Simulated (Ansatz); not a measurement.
# A convergence test on Te3As2 (Kalgoorlieite): k mesh of the hybrid

Aim: see how gap, energy and time of Te3As2 (Kalgoorlieite) follow the k mesh of the hybrid.

Program: Ansatz 0.2.0. Level of theory: DFT, HSE06, plane waves, PAW. Values are calculated unless marked as measured.

**1. The structure**

The structure is monoclinic, space group C2/m (No. 12). Conventional cell: a = 14.357 Å, b = 4.020 Å, c = 9.899 Å, α = 90.00°, β = 95.11°, γ = 90.00°. Te has 3 As at 2.74 to 2.99 Å nearest. Te has 3 As at 2.65 to 2.95 Å nearest. Nearest to Te lie 3 As at 2.76 to 2.82 Å. Nearest to As lie 6 Te at 2.76 to 2.99 Å. Nearest to As lie 3 Te at 2.65 to 2.74 Å. Farther neighbours, and contacts between anions beyond the nearest, are not listed.

The cell and positions come from the Crystallography Open Database and are kept as given unless a step says otherwise. The default PAW set here is soft_2. Its files were made with PBE.

**2. k mesh of the hybrid: 2×2×2**

input.yaml reads:

```yaml
crystal:
  lattice:
    - [7.17865, -2.00995, 0.0]
    - [7.17865, 2.00995, 0.0]
    - [-0.8811692412, 0.0, 9.859702925]
  atoms:
    - { symbol: Te, position: [0.0289, 0.0289, 0.2868] }
    - { symbol: Te, position: [0.9711, 0.9711, 0.7132] }
    - { symbol: Te, position: [0.7777, 0.7777, 0.339] }
    - { symbol: Te, position: [0.2223, 0.2223, 0.661] }
    - { symbol: Te, position: [0.3744, 0.3744, 0.0355] }
    - { symbol: Te, position: [0.6256, 0.6256, 0.9645] }
    - { symbol: As, position: [0.2026, 0.2026, 0.1408] }
    - { symbol: As, position: [0.7974, 0.7974, 0.8592] }
    - { symbol: As, position: [0.6133, 0.6133, 0.4406] }
    - { symbol: As, position: [0.3867, 0.3867, 0.5594] }
kpoints:
  mp_grid: { grid: [2, 2, 2] }
  band_path:
    path:
      - [0.0, 0.0, 0.0]
      - [-0.26975513, 0.26975513, 0.0]
      - [-0.73024487, -0.26975513, 0.0]
      - [-0.5, -0.5, 0.0]
      - [-0.5, -0.5, 0.5]
      - [-0.73279539, -0.26720461, 0.5]
      - [-0.26720461, 0.26720461, 0.5]
      - [0.0, 0.0, 0.5]
      - [-0.592097948, -0.407902052, 0.0]
      - [0.0, 0.0, 0.3]
    npoints: 1
hamiltonian:
  xc: hse06
scf:
  occupations: { method: fixed }
  n_extra_bands: 7
output:
  eigenvalues: true
  write_density: true
  write_potential: true
  elf: true
  volumetric_format: npy
```

Started as:

```
ansatz run input.yaml --threads 3 --pin off --max-ram 92160MiB --backend cuda --events-out ev --progress --plain --runs-dir out --devices 1 --max-vram 13GiB
```

Output:

```text
scf.n_extra_bands = 7 over 78 filled bands (N_el = 156.0): the run solves 85 bands
exact exchange: scf.exx.singularity resolves to wigner_seitz, which cuts the screened interaction at the faces of the exchange supercell's Wigner-Seitz cell, so that each pair interacts once, at the shortest of its separations (the periodic images that this leaves out come, for a point-like exchange hole, to about 0.016 eV on a filled level). The cut falls within the interaction's reach, and what an exchange supercel [...]
GPUs: using 1 of 1 available (devices: 1).
Engine: ansatz 0.2.0, x86_64-unknown-linux-gnu
Pseudopotentials: kind: paw
Pseudopotential: Te, paw, valence charge 16, recommended cutoff 420 eV (normal), Te.paw.azcp
Pseudopotential: As, paw, valence charge 15, recommended cutoff 420 eV (normal), As.paw.azcp
Functional definition: HSE06
  parameter a = 0.25
  parameter omega = 0.11/bohr
  exchange = pbe_x - a*pbe_x_sr(omega) + a*exact_x_sr(omega)
  correlation = pbe_c
davidson cushion auto → on  (no smearing: the cushion is to keep the highest requested band from converging to the state above it; pin scf.eigensolver.cushion to override)
device memory: the entry about to start is reckoned to put 4.8 GiB on a device that reports 35.2 GiB free (of which the cap on the GPU budget leaves the run 13.0 GiB)
GPU FFT provider: cuFFT
GPU libraries: cuBLAS 13.8.2, cuFFT 12.4.0, cuSOLVER 12.3.4
Crystal: 10 atoms, lattice volume = 284.526 Å³
Basis set: ecut = 420 eV, 5571 PW (Γ)
Bands: 85, of which v1, the nominal top of the filled ones, is band 78 counted from 1 (77 counted from 0)
Symmetry: 4 space group operations
Space group: C2/m (ITA 12), of the structure as read, at distance tolerance 6.6e-5 Å
k-points: 6 of 8
Non-local potential: Te, projectors of the file, l = 0: 2, l = 1: 2, l = 2: 2, l = 3: 2
Non-local potential: As, projectors of the file, l = 0: 2, l = 1: 2, l = 2: 3, l = 3: 1
PAW form: soft (Blöchl's): semilocal exchange-correlation on the pseudo side does not see the compensation charge
PAW frozen core: Te, regenerated for the run's functional, and the local potential with it (the file was generated under x = pbe(κ = 0.804, μ = 0.219515), c = pbe(β = 0.066725))
PAW frozen core: As, regenerated for the run's functional, and the local potential with it (the file was generated under x = pbe(κ = 0.804, μ = 0.219515), c = pbe(β = 0.066725))
PAW one-centre angular grid: Te, 590 points (default); XC on 64 Gauss nodes
PAW one-centre angular grid: As, 590 points (default); XC on 64 Gauss nodes
Initial density: superposition of atomic densities (neutral atoms: chi_scale 0, normalization atom), corrected by the library's trained network
Initial wavefunctions: pseudopotential atomic-orbital guess
GPU buffer pool allocated for 180000 grid points (all kernels)
GPU transforms: local potential and band sums: pruned to the plane-wave sphere, on 50×50×72
Functional: x = pbe(κ = 0.804, μ = 0.219515), c = pbe(β = 0.066725), warm-up for x = pbe(κ = 0.804, μ = 0.219515) + 0.25 (exact − pbe) at short range (hse, ω = 0.207870 Å⁻¹), c = pbe(β = 0.066725); HSE06 as pw.x's `hse` composes it (authors' and Libxc's form: `xc: wpbeh`)
SCF iter   1: F=—  HF=-61303.296770 eV  |F-HF|=—  |Δ(HF+E_count)|=         —  Δρ=3.08e-3  dr2=7.75e-2  ethr=1.77e-3  ⟨swp⟩=7.3  Hψ=2009  notcnv=0
preconditioner: auto → none  [insulator: Δε(μ)=0.566 eV  Ē_g=7.285 eV  n_scr=66 (ndim 8)  ℏωp=16.5 eV  f_vac=0.017]
SCF iter   2: F=—  HF=-61303.308945 eV  |F-HF|=—  |Δ(HF+E_count)|=   1.22e-2  Δρ=2.77e-3  dr2=1.74e-1  ethr=4.97e-5  ⟨swp⟩=5.2  Hψ=1342  notcnv=0  defer=2
SCF iter   3: F=—  HF=-61303.299266 eV  |F-HF|=—  |Δ(HF+E_count)|=   9.68e-3  Δρ=1.92e-3  dr2=1.21e-1  ethr=4.97e-5  ⟨swp⟩=4.0  Hψ=1262  notcnv=0
SCF iter   4: F=—  HF=-61303.288397 eV  |F-HF|=—  |Δ(HF+E_count)|=   1.09e-2  Δρ=9.47e-4  dr2=1.88e-2  ethr=4.97e-5  ⟨swp⟩=2.8  Hψ=1129  notcnv=0
iter 5 solved again at ethr=1.05e-6 eV; its pass at ethr=1.20e-5 eV (dr2=1.64e-3 eV) is discarded
[...]
SCF iter   5: F=—  HF=-61333.768119 eV  |F-HF|=—  |Δ(HF+E_count)|=   9.46e-4  Δρ=2.81e-4  dr2=4.89e-4  ethr=7.24e-8  ⟨swp⟩=4.0  Hψ=1721  notcnv=0
SCF iter   6: F=—  HF=-61333.769464 eV  |F-HF|=—  |Δ(HF+E_count)|=   1.34e-3  Δρ=2.20e-4  dr2=2.39e-4  ethr=7.24e-8  ⟨swp⟩=4.5  Hψ=1492  notcnv=0
SCF iter   7: F=-61333.769402 eV  HF=-61333.769409 eV  |F-HF|=6.86e-6  |Δ(HF+E_count)|=   5.49e-5  Δρ=6.08e-5  dr2=2.76e-5  ethr=7.24e-8  ⟨swp⟩=3.2  Hψ=1292  notcnv=0
SCF 2 stopped early in 7 iterations: F = -61333.769402 eV  dr2 = 2.76e-5
hybrid outer 1: dexx = +4.397e-2 eV, tail = 5.50e-4 eV
GPU FFT provider: cuFFT
GPU libraries: cuBLAS 13.8.2, cuFFT 12.4.0, cuSOLVER 12.3.4
GPU buffer pool allocated for 180000 grid points (all kernels)
GPU transforms: local potential and band sums: pruned to the plane-wave sphere, on 50×50×72
Exchange kernel: α = 0.2500, screened, ω = 0.2079 Å⁻¹, Wigner–Seitz truncation, v(0) = 935.3402 eV·Å³, q-mesh 2×2×2, nearest image of the exchange supercell L = 8.04 Å, pair-density grid 30×30×45, without the augmentation charges, whose exchange is taken in its separable form by FFT convolution over the k-point mesh (sized by the pseudopotential files, 27×45×72 at the most), smooth part of the exact exchange by density-matrix convolution in up to 2.82 GiB of GPU memory as planned if the GPU has room (build and FFT work areas not counted)
Frozen-core exchange: fock
SCF iter   1: F=—  HF=-61333.770114 eV  |F-HF|=—  |Δ(HF+E_count)|=         —  Δρ=6.43e-5  dr2=2.99e-5  ethr=1.76e-6  ⟨swp⟩=2.8  Hψ=1128  notcnv=0
preconditioner: auto → none  [insulator: Δε(μ)=0.922 eV  Ē_g=8.346 eV  n_scr=66 (ndim 8)  ℏωp=16.5 eV  f_vac=0.018]
SCF iter   2: F=—  HF=-61333.770115 eV  |F-HF|=—  |Δ(HF+E_count)|=   1.15e-6  Δρ=2.79e-5  dr2=6.68e-6  ethr=1.78e-8  ⟨swp⟩=4.0  Hψ=1637  notcnv=0
iter 3 solved again at ethr=2.78e-10 eV; its pass at ethr=2.90e-9 eV (dr2=4.33e-7 eV) is discarded
SCF iter   3: F=—  HF=-61333.770113 eV  |F-HF|=—  |Δ(HF+E_count)|=   1.45e-6  Δρ=1.08e-5  dr2=1.94e-6  ethr=2.78e-10  ⟨swp⟩=3.0  Hψ=2474  notcnv=0
SCF iter   4: F=—  HF=-61333.770122 eV  |F-HF|=—  |Δ(HF+E_count)|=   8.51e-6  Δρ=1.26e-5  dr2=7.63e-7  ethr=2.78e-10  ⟨swp⟩=5.8  Hψ=1586  notcnv=0  defer=1
SCF iter   5: F=—  HF=-61333.770122 eV  |F-HF|=—  |Δ(HF+E_count)|=   1.71e-7  Δρ=3.37e-6  dr2=1.51e-7  ethr=2.78e-10  ⟨swp⟩=3.0  Hψ=1290  notcnv=0
SCF iter   6: F=-61333.770123 eV  HF=-61333.770123 eV  |F-HF|=3.56e-8  |Δ(HF+E_count)|=   7.37e-7  Δρ=3.32e-6  dr2=7.25e-8  ethr=1.22e-11  ⟨swp⟩=6.7  Hψ=1819  notcnv=0
SCF 3 converged in 6 iterations: F = -61333.770123 eV  dr2 = 7.25e-8
hybrid outer 2: dexx = +1.329e-5 eV, tail = 3.48e-7 eV, Δε = 2.96e-3 eV (about 1.47e-4 eV left of the loop's levels)
device memory: the entry about to start is reckoned to put 1.7 GiB on a device that reports 48.3 GiB free (of which the cap on the GPU budget leaves the run 13.0 GiB)
NSCF: frozen V_eff on 10 k-points
hybrid SCF converged: 2 outer / 13 inner (+7 warm-up), last move |dexx| = 1.33e-5 eV, tail = 3.48e-7 eV
Stability not checked: this state was not tested for a lower state beside it, because the functional holds exact exchange (a hybrid, or Hartree-Fock), whose exchange loop this test does not read (fock_operator; see scf.lower_state_search)
Free energy (F): -61333.770123 eV
Frozen-core exchange: fock
Harris-Foulkes:  -61333.770124 eV  (|F-HF|=3.56e-8)
Internal energy: -61333.770123 eV  (E = F + TS)
E sigma→0 (E₀):  -61333.770123 eV
Fermi energy:    8.900355 eV
--- Per-component energies (eV) ---
  E_band       = -2889.224957
  E_kinetic    = 1485.139869
  E_local      = -14946.275078  (includes V_loc(G=0)·N_el)
  E_nonlocal   = -4556.609125
  E_hartree    = 8893.456621
  E_xc         = -857.120724
  E_vxc        = -757.356736  (∫ρ·V_xc dr)
  E_exx        = -513.963391  (= α·E_x^exact, valence–valence)
  E_paw        = -35025.697901  (= ΣΔE_a)
  E_vpaw       = -873.104620  (= ΣTr[D̂ρ^β])
  E_aug_tail   = -0.001125  (compensation charges beyond the density's cutoff)
  E_ewald      = -15808.574038
  E_core_change = -4.125231  (= ΣΔE_core)
  E_smearing   = -0.000000  (= −TS)
  E_closure    = 0.000000  (closes the sum)
  Σ components = -61333.770123   (vs F -61333.770123, Δ=7.28e-12)
--- Band table (eV; the first three rows and the last of 6) ---
  k-point 0: bands = [... 74 lower, 8.2883, 8.3202, 8.5341, 8.5593, 10.6058, 10.7792, 11.0590, 11.3214, ... 3 higher]
  k-point 1: bands = [... 74 lower, 8.5579, 8.6582, 8.6751, 8.7250, 10.1847, 10.2985, 10.5800, 10.8789, ... 3 higher]
  k-point 2: bands = [... 74 lower, 7.6671, 7.7382, 8.1037, 8.1873, 10.4353, 10.9696, 10.9882, 11.5853, ... 3 higher]
  k-point 5: bands = [... 74 lower, 8.2167, 8.5934, 8.6885, 8.9004, 9.8219, 9.9575, 10.3106, 10.9846, ... 3 higher]
```

Wall time 48 s (1 × NVIDIA H100 80GB HBM3 (shared by 6 runs) with 3 threads of AMD EPYC 7R13 (Zen 3), shared host); peak memory 1.5 GiB; 72 s of CPU time.

The column dr2 measures how far the density is from self-consistency, as an energy; F and HF (Harris–Foulkes) agree once it is small.

Read from the output:

- gap: 0.7513 eV
- valence top at: k = (0.000, 0.000, 0.300)
- conduction bottom at: M_2
- least direct gap: 0.8474 eV
- exact-exchange fraction: 0.25

The gap is indirect, with the least direct gap 0.10 eV higher.

**3. k mesh of the hybrid: 4×4×2**

Edit input.yaml of step 2 so:

```diff
@@ -17,3 +17,3 @@
 kpoints:
-  mp_grid: { grid: [2, 2, 2] }
+  mp_grid: { grid: [4, 4, 2] }
   band_path:
@@ -38,5 +38 @@
   eigenvalues: true
-  write_density: true
-  write_potential: true
-  elf: true
-  volumetric_format: npy
```

Output:

```text
[...]
GPUs: using 1 of 1 available (devices: 1).
[...]
GPU FFT provider: cuFFT
GPU libraries: cuBLAS 13.8.2, cuFFT 12.4.0, cuSOLVER 12.3.4
Crystal: 10 atoms, lattice volume = 284.526 Å³
Basis set: ecut = 420 eV, 5571 PW (Γ)
Bands: 85, of which v1, the nominal top of the filled ones, is band 78 counted from 1 (77 counted from 0)
[... 1 set-up line as in the run before ...]
[...]
k-points: 14 of 32
[...]
Fermi energy:    8.971740 eV
[...]
--- Band table (eV; the first three rows and the last of 14) ---
  k-point 0: bands = [... 74 lower, 8.2706, 8.3041, 8.5154, 8.5480, 10.5357, 10.7304, 11.0160, 11.2702, ... 3 higher]
  k-point 1: bands = [... 74 lower, 8.5508, 8.6584, 8.7094, 8.7116, 10.1279, 10.2400, 10.5297, 10.8359, ... 3 higher]
  k-point 2: bands = [... 74 lower, 8.1234, 8.2811, 8.5019, 8.7305, 10.5096, 10.7962, 10.8408, 11.0068, ... 3 higher]
  k-point 13: bands = [... 74 lower, 8.2610, 8.6488, 8.6716, 8.8975, 9.7745, 9.8985, 10.2616, 10.9449, ... 3 higher]
[key lines of the parts left out:]
Free energy (F): -61334.807663 eV
```

The job ended after 96 s (1 × NVIDIA H100 80GB HBM3 (shared by 6 runs) with 3 threads; peak memory 2 GiB).

Read from the output:

* gap: 0.7268 eV
* valence top at: k = (0.000, 0.000, 0.300)
* conduction bottom at: M_2
* least direct gap: 0.8214 eV

The gap is 0.727 eV, −0.024 eV from the run before at this level.

**4. k mesh of the hybrid: 6×6×2**

Edit input.yaml of step 3 so:

```diff
@@ -17,3 +17,3 @@
 kpoints:
-  mp_grid: { grid: [4, 4, 2] }
+  mp_grid: { grid: [6, 6, 2] }
   band_path:
```

Output:

```text
[...]
GPUs: using 1 of 1 available (devices: 1).
[...]
GPU FFT provider: cuFFT
GPU libraries: cuBLAS 13.8.2, cuFFT 12.4.0, cuSOLVER 12.3.4
Crystal: 10 atoms, lattice volume = 284.526 Å³
Basis set: ecut = 420 eV, 5571 PW (Γ)
Bands: 85, of which v1, the nominal top of the filled ones, is band 78 counted from 1 (77 counted from 0)
[... 1 set-up line as in the run before ...]
[...]
k-points: 26 of 72
[...]
Fermi energy:    8.996839 eV
[...]
--- Band table (eV; the first three rows and the last of 26) ---
  k-point 0: bands = [... 74 lower, 8.2702, 8.3049, 8.5173, 8.5480, 10.5348, 10.7281, 11.0154, 11.2698, ... 3 higher]
  k-point 1: bands = [... 74 lower, 8.5528, 8.6579, 8.7102, 8.7164, 10.1274, 10.2384, 10.5343, 10.8370, ... 3 higher]
  k-point 2: bands = [... 74 lower, 8.1615, 8.3622, 8.5958, 8.9386, 10.6115, 10.7406, 10.9138, 11.2198, ... 3 higher]
  k-point 25: bands = [... 74 lower, 8.2675, 8.6536, 8.6709, 8.8973, 9.7740, 9.8969, 10.2653, 10.9448, ... 3 higher]
[key lines of the parts left out:]
Free energy (F): -61334.791896 eV
```

Wall time 3.2 min (1 × NVIDIA H100 80GB HBM3 (shared by 6 runs) with 3 threads); peak memory 2.9 GiB.

Numbers from this step:

```yaml
gap: 0.7271 eV
valence_top_at: k = (0.000, 0.000, 0.300)
conduction_bottom_at: M_2
least_direct_gap: 0.8219 eV
```

The gap is 0.727 eV, as in the run before at this level.

**5. The series**

Differences are against the last row; a negative gap means that bands overlap, and a run with a band path holds that path's time. Times are wall times on 1 × NVIDIA H100 80GB HBM3 (shared by 6 runs) with 3 threads of AMD EPYC 7R13 (Zen 3), shared host, good to a factor of about two.

```csv
k mesh of the hybrid,gap (eV),direct gap (eV),gap error (eV),energy error (meV/atom),irreducible k,time
2×2×2,0.751,0.847,+0.024,+102.2,6,48 s
4×4×2,0.727,0.821,−0.0002,−1.6,14,96 s
6×6×2,0.727,0.822,+0.000,+0.0,26,3.2 min
```

**6. Summary of results**

```yaml
2x2x2: 0.751 eV
4x4x2: 0.727 eV
6x6x2: 0.727 eV
```

**Reading.** The gap holds to 0.02 eV from 4×4×2 on. At 2×2×2 the gap is off by +0.024 eV and the energy by +102 meV/atom. The gap is read over the mesh and added points near the edges, so meshes differ mainly through the density and, for a hybrid, the exchange operator.

[Long decimals in the printed logs are rounded to 6 places.]

[Logs are printed without paths, hosts, clocks, repeated set-up lines and the standing remarks that a program may print on its own settings, such as how far it seeks lower states.]

[Paths, hosts, dates, memory and timing lines, banners, echoed tables and standing remarks are left out of the program output; an Ansatz launch command may be rebuilt from the run's recorded settings. Measured values are a selection of at most five: reports struck by readers or far from the other reports are left out. None is set beside runs whose start may be inverted or whose files or cutoffs have a known fault.]

[Runs of the session that timed out or met a known fault of the program may be left out.]

[Cells called generated may have been cut or substituted from an entry of the Crystallography Open Database or the Materials Project.]

[Hosts, paths, dates, database ids (printed as entryN), source tags and the programs' standing remarks are cut or masked in the printed files.]

[Where the starting crystal was built by hand or by swapping elements, it need not be the compound's stable phase.]
